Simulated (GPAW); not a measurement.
# Screening of a field by 1T-SnSe2 monolayer, part 2 of 2

Aim: the dipole that a field along the normal induces in 1T-SnSe2 monolayer.

GPAW 26.7.0; GPAW, PAW setups; layer in a repeated cell with vacuum, relaxation of atoms and in-plane cell (the session's first sound run).

So far, upper work function (eV): step 3 (plane waves, PBE) 5.62.

**5. In a field**

Level of this step: GPAW, PAW setups; slab in vacuum (GPAW).

File run.py:

```python
import json
import numpy as np
from ase import Atoms
from gpaw import GPAW, PW
from gpaw.external import ConstantElectricField

slab = Atoms(
    ['Se', 'Sn', 'Se'],
    positions=[
        [1.93202, 1.11545, 7.00000],
        [-0.00000, -0.00000, 8.59374],
        [-0.00000, 2.23091, 10.18749]],
    cell=[[3.86405, 0.0, 0.0], [-1.93202, 3.34636, 0.0], [0.0, 0.0, 17.1875]],
    pbc=[True, True, False])

slab.calc = GPAW(mode=PW(400), xc='PBE', kpts={'size': (9, 9, 1), 'gamma': True},
                 occupations={'name': 'fermi-dirac', 'width': 0.05}, nbands='200%',
                 convergence={'density': 1e-05}, maxiter=200,
                 poissonsolver={'dipolelayer': 'xy'},
                 external=ConstantElectricField(-0.1, [0, 0, 1]),
                 symmetry={'tolerance': 1e-3}, txt='slab.txt')
result = {}
energy = slab.get_potential_energy()
fermi = slab.calc.get_fermi_level()
v = slab.calc.get_electrostatic_potential().mean((0, 1)) - fermi
n = slab.calc.get_pseudo_density().mean((0, 1))
L = slab.cell[2, 2]
z = np.arange(len(v)) * L / len(v)
low, high = slab.positions[:, 2].min(), slab.positions[:, 2].max()
below, above = np.interp([low - 4.8, high + 4.8], z, v)
slopes = [np.interp(x, z, np.gradient(v, z)) for x in (low - 4.8, high + 4.8)]
eps = np.array([[slab.calc.get_eigenvalues(k, s) for k in range(len(slab.calc.get_ibz_k_points()))]
                for s in range(slab.calc.get_number_of_spins())]) - fermi
top, bottom = eps[eps < 0].max(), eps[eps > 0].min()
dipole = slab.get_dipole_moment()[2]
print(f'energy {energy:.4f} eV, Fermi level {fermi:.4f} eV, dipole {dipole:.5f} e A')
print(f'potential 4.8 A off the faces, from the Fermi level: lower {below:.4f} eV, upper {above:.4f} eV')
print(f'slope of the potential there: lower {slopes[0]:.5f}, upper {slopes[1]:.5f} eV/A')
print(f'nearest levels on the mesh: {top:.4f} and {bottom:.4f} eV')
print('magnetic moment', round(slab.get_magnetic_moment(), 3))
result.update(energy=energy, fermi=fermi, dipole=dipole, below=below, above=above, slopes=slopes, edges=[top, bottom],
              z=z.tolist(), v=v.tolist(), n=n.tolist(), positions=slab.positions.tolist(),
              forces=slab.get_forces(apply_constraint=False).tolist(), moments=slab.get_magnetic_moments().tolist())
json.dump(result, open('result.json', 'w'))
```

Run with:

```bash
$ OMP_NUM_THREADS=1 OPENBLAS_NUM_THREADS=1 python run.py
```

Log:

```text
energy -11.9290 eV, Fermi level -1.7724 eV, dipole -0.03778 e A
potential 4.8 A off the faces, from the Fermi level: lower 5.3517 eV, upper 5.8804 eV
slope of the potential there: lower -0.00014, upper 0.00018 eV/A
nearest levels on the mesh: -0.4363 and 0.4193 eV
magnetic moment 0.0
```

It took 59 s on 1 thread of Arm Neoverse V2, shared host; peak memory 0.27 GiB.

This step gave:

| Property | Result |
| --- | --- |
| dipole along the normal | -0.03778 e·Å |
| levels nearest the Fermi level on the mesh | -0.4363, 0.4193 eV from the Fermi level |
| potential below the slab, the applied field's own ramp left out | 5.352 eV from the Fermi level |
| potential above the slab, the applied field's own ramp left out | 5.880 eV from the Fermi level |

The electrostatic potential energy of an electron (without an applied field's), less the Fermi level, planar mean by z:

z (Å), electrostatic potential energy of an electron (without an applied field's), less the Fermi level, planar mean (eV) and a bar from the least value:
```
      0.0        5.6 ##############################
      0.5        5.4 #############################
      1.0        5.4 #############################
      1.5        5.4 #############################
      2.0        5.4 #############################
      2.5        5.4 #############################
      3.0        5.4 #############################
      3.5        5.4 #############################
      4.0        5.3 #############################
      4.5        5.3 #############################
      5.0        5.2 #############################
      5.5        4.9 ############################
      6.0        3.3 ##########################
      6.5       -3.2 ################
      7.0      -13.8 
      7.5       -5.7 ############
      8.0       -5.8 ############
      8.5      -13.9 
      9.0       -8.9 ########
      9.5       -3.9 ###############
     10.0      -11.7 ###
     10.5       -7.5 ##########
     11.0        2.2 ########################
     11.5        5.0 #############################
     12.0        5.7 ##############################
     12.5        5.8 ##############################
     13.0        5.9 ##############################
     13.5        5.9 ##############################
     14.0        5.9 ##############################
     14.5        5.9 ##############################
     15.0        5.9 ##############################
     15.5        5.9 ##############################
     16.0        5.9 ##############################
     16.5        5.9 ##############################
     17.0        5.8 ##############################
```

The dipole is now -0.0378 e Å, against 8.1e-5 in the run without a field.

**6. Field on**

Changes to run.py since step 5:

```diff
@@ -19,3 +19,3 @@
                  poissonsolver={'dipolelayer': 'xy'},
-                 external=ConstantElectricField(-0.1, [0, 0, 1]),
+                 external=ConstantElectricField(-0.05, [0, 0, 1]),
                  symmetry={'tolerance': 1e-3}, txt='slab.txt')
```

Log:

```text
energy -11.9276 eV, Fermi level -1.7721 eV, dipole -0.01889 e A
potential 4.8 A off the faces, from the Fermi level: lower 5.4834 eV, upper 5.7477 eV
slope of the potential there: lower -0.00015, upper 0.00017 eV/A
nearest levels on the mesh: -0.4364 and 0.4193 eV
magnetic moment 0.0
```

Elapsed: 59 s, on 1 thread; peak memory 0.27 GiB.

Table of electrostatic potential energy of an electron (without an applied field's), less the Fermi level, planar mean by z:

```
z (Å)  electrostatic potential energy of an electron (without an applied field's), less the Fermi level, planar mean (eV)
    0                                                                                                                5.62
    1                                                                                                                5.48
    2                                                                                                                5.48
    3                                                                                                                5.48
    4                                                                                                                5.48
    5                                                                                                                5.38
    6                                                                                                                3.40
    7                                                                                                               -13.7
    8                                                                                                               -5.77
    9                                                                                                               -8.89
   10                                                                                                               -11.7
   11                                                                                                                2.08
   12                                                                                                                5.55
   13                                                                                                                5.74
   14                                                                                                                5.75
   15                                                                                                                5.75
   16                                                                                                                5.75
   17                                                                                                                5.69
```

**7. In a field**

Changes to run.py since step 6:

```diff
@@ -19,3 +19,3 @@
                  poissonsolver={'dipolelayer': 'xy'},
-                 external=ConstantElectricField(-0.05, [0, 0, 1]),
+                 external=ConstantElectricField(0.05, [0, 0, 1]),
                  symmetry={'tolerance': 1e-3}, txt='slab.txt')
```

Log:

```text
energy -11.9276 eV, Fermi level -1.7721 eV, dipole 0.01889 e A
potential 4.8 A off the faces, from the Fermi level: lower 5.7477 eV, upper 5.4834 eV
slope of the potential there: lower -0.00017, upper 0.00015 eV/A
nearest levels on the mesh: -0.4364 and 0.4193 eV
magnetic moment 0.0
```

Run time: 59 s. Hardware: 1 thread; peak memory 0.27 GiB.

Table of electrostatic potential energy of an electron (without an applied field's), less the Fermi level, planar mean by z:

```
z (Å)  electrostatic potential energy of an electron (without an applied field's), less the Fermi level, planar mean (eV)
    0                                                                                                                5.62
    1                                                                                                                5.75
    2                                                                                                                5.75
    3                                                                                                                5.75
    4                                                                                                                5.74
    5                                                                                                                5.64
    6                                                                                                                3.63
    7                                                                                                               -13.6
    8                                                                                                               -5.72
    9                                                                                                               -8.93
   10                                                                                                               -11.9
   11                                                                                                                1.86
   12                                                                                                                5.30
   13                                                                                                                5.47
   14                                                                                                                5.48
   15                                                                                                                5.48
   16                                                                                                                5.48
   17                                                                                                                5.55
```

**8. Field on**

Changes to run.py since step 7:

```diff
@@ -19,3 +19,3 @@
                  poissonsolver={'dipolelayer': 'xy'},
-                 external=ConstantElectricField(0.05, [0, 0, 1]),
+                 external=ConstantElectricField(0.1, [0, 0, 1]),
                  symmetry={'tolerance': 1e-3}, txt='slab.txt')
```

Log:

```text
energy -11.9290 eV, Fermi level -1.7724 eV, dipole 0.03778 e A
potential 4.8 A off the faces, from the Fermi level: lower 5.8804 eV, upper 5.3517 eV
slope of the potential there: lower -0.00018, upper 0.00014 eV/A
nearest levels on the mesh: -0.4363 and 0.4193 eV
magnetic moment 0.0
```

The job ended after 59 s (1 thread; peak memory 0.27 GiB).

The dipole is now 0.0378 e Å, against 8.1e-5 in the run without a field.

**9. Field on**

Changes to run.py since step 8:

```diff
@@ -19,3 +19,3 @@
                  poissonsolver={'dipolelayer': 'xy'},
-                 external=ConstantElectricField(0.1, [0, 0, 1]),
+                 external=ConstantElectricField(0.2, [0, 0, 1]),
                  symmetry={'tolerance': 1e-3}, txt='slab.txt')
```

Log:

```text
energy -11.9347 eV, Fermi level -1.7736 eV, dipole 0.07558 e A
potential 4.8 A off the faces, from the Fermi level: lower 6.1469 eV, upper 5.0893 eV
slope of the potential there: lower -0.00020, upper 0.00013 eV/A
nearest levels on the mesh: -0.4362 and 0.4192 eV
magnetic moment 0.0
```

Elapsed: 59 s, on 1 thread; peak memory 0.27 GiB.

The dipole is now 0.0756 e Å, against 8.1e-5 in the run without a field.

**10. Field on**

Changes to run.py since step 9:

```diff
@@ -19,3 +19,3 @@
                  poissonsolver={'dipolelayer': 'xy'},
-                 external=ConstantElectricField(0.2, [0, 0, 1]),
+                 external=ConstantElectricField(0.3, [0, 0, 1]),
                  symmetry={'tolerance': 1e-3}, txt='slab.txt')
```

Log:

```text
energy -11.9441 eV, Fermi level -1.7757 eV, dipole 0.11339 e A
potential 4.8 A off the faces, from the Fermi level: lower 6.4148 eV, upper 4.8281 eV
slope of the potential there: lower -0.00024, upper 0.00012 eV/A
nearest levels on the mesh: -0.4360 and 0.4190 eV
magnetic moment 0.0
```

Elapsed: 59 s, on 1 thread; peak memory 0.27 GiB.

The electrostatic potential energy of an electron (without an applied field's), less the Fermi level, planar mean by z:

z (Å), electrostatic potential energy of an electron (without an applied field's), less the Fermi level, planar mean (eV) and a bar from the least value:
```
      0.0        5.6 #############################
      0.5        6.4 ##############################
      1.0        6.4 ##############################
      1.5        6.4 ##############################
      2.0        6.4 ##############################
      2.5        6.4 ##############################
      3.0        6.4 ##############################
      3.5        6.4 ##############################
      4.0        6.4 ##############################
      4.5        6.4 ##############################
      5.0        6.3 ##############################
      5.5        5.9 #############################
      6.0        4.2 ###########################
      6.5       -2.4 #################
      7.0      -13.2 #
      7.5       -5.3 #############
      8.0       -5.6 ############
      8.5      -13.9 
      9.0       -9.0 #######
      9.5       -4.2 ##############
     10.0      -12.2 ##
     10.5       -8.2 ########
     11.0        1.3 ######################
     11.5        4.1 ###########################
     12.0        4.7 ###########################
     12.5        4.8 ############################
     13.0        4.8 ############################
     13.5        4.8 ############################
     14.0        4.8 ############################
     14.5        4.8 ############################
     15.0        4.8 ############################
     15.5        4.8 ############################
     16.0        4.8 ############################
     16.5        4.8 ############################
     17.0        5.2 ############################
```

The dipole is now 0.113 e Å, against 8.1e-5 in the run without a field.

**11. The series**

The members are put on one axis.

This step: induced dipole against applied field (GPAW 26.7.0).

Table of dipole along the normal by field:

```
field (V/Å)  dipole along the normal (e·Å)
     -0.200                        -0.0756
     -0.100                        -0.0378
     -0.050                        -0.0189
      0.000                         8.1e-5
      0.050                         0.0189
      0.100                         0.0378
      0.200                         0.0756
      0.300                          0.113
```

**12. A changed run**

One more run, with changed settings.

This step: GPAW, PAW setups; slab in vacuum (GPAW 26.7.0).

Changes to run.py since step 10:

```diff
@@ -4,3 +4,2 @@
 from gpaw import GPAW, PW
-from gpaw.external import ConstantElectricField
 
@@ -15,7 +14,6 @@
 
-slab.calc = GPAW(mode=PW(400), xc='PBE', kpts={'size': (9, 9, 1), 'gamma': True},
+slab.calc = GPAW(mode=PW(400), xc='pbe96', kpts={'size': (9, 9, 1), 'gamma': True},
                  occupations={'name': 'fermi-dirac', 'width': 0.05}, nbands='200%',
-                 convergence={'density': 1e-05}, maxiter=200,
+                 convergence={'density': 1e-05}, maxiter=75,
                  poissonsolver={'dipolelayer': 'xy'},
-                 external=ConstantElectricField(0.3, [0, 0, 1]),
                  symmetry={'tolerance': 1e-3}, txt='slab.txt')
```

Log:

```text
NameError: Unknown functional: pbe96.
```

It took 0.58 s on 1 thread; peak memory 0.1 GiB.

The input was rejected at the start.

The program's message: “NameError: Unknown functional: pbe96.”

The change that led to it: xc = "pbe96".

**13. Summary of results**

```json
{
  "work function, both faces (Fermi level placed in the gap by the smearing)": "5.62 eV",
  "ionisation energy from the upper face (highest filled level on the mesh)": "6.05 eV",
  "electron affinity from the upper face (lowest empty Kohn-Sham level on the mesh)": "5.20 eV",
  "dipole along the normal": "8.1e-5 e Å, near the numerical noise",
  "induced dipole per field": "0.378 e Å per V/Å",
  "out-of-plane polarisability per area, α/(ε0 A)": "5.29 Å"
}
```

What this shows: The field induces 0.378 e Å per V/Å, a polarisable thickness α/(ε0 A) of 5.29 Å beside 3.19 Å between the outermost nuclei. A perfect conductor would give the distance between its two image planes; a dielectric of thickness t gives t(1 - 1/ε). The levels nearest the Fermi level on the mesh lie 0.856 eV apart, so the slab is gapped there: the smearing puts the Fermi level inside the gap, and from either face the ionisation energy is the work function plus 0.44 eV. Both are Kohn-Sham levels on the mesh, and semilocal gaps are too small, so the affinity tends to come out too large and the ionisation energy too small. The induced dipole is linear in the field over this range. The layer's cell and atoms come from the relaxation; spin-orbit coupling and temperature are left out.

[Logs are printed without paths, hosts, clocks, repeated set-up lines and the standing remarks that a program may print on its own settings, such as how far it seeks lower states.]

[Hosts, paths, dates, database ids (printed as entryN), source tags and the programs' standing remarks are cut or masked in the printed files.]
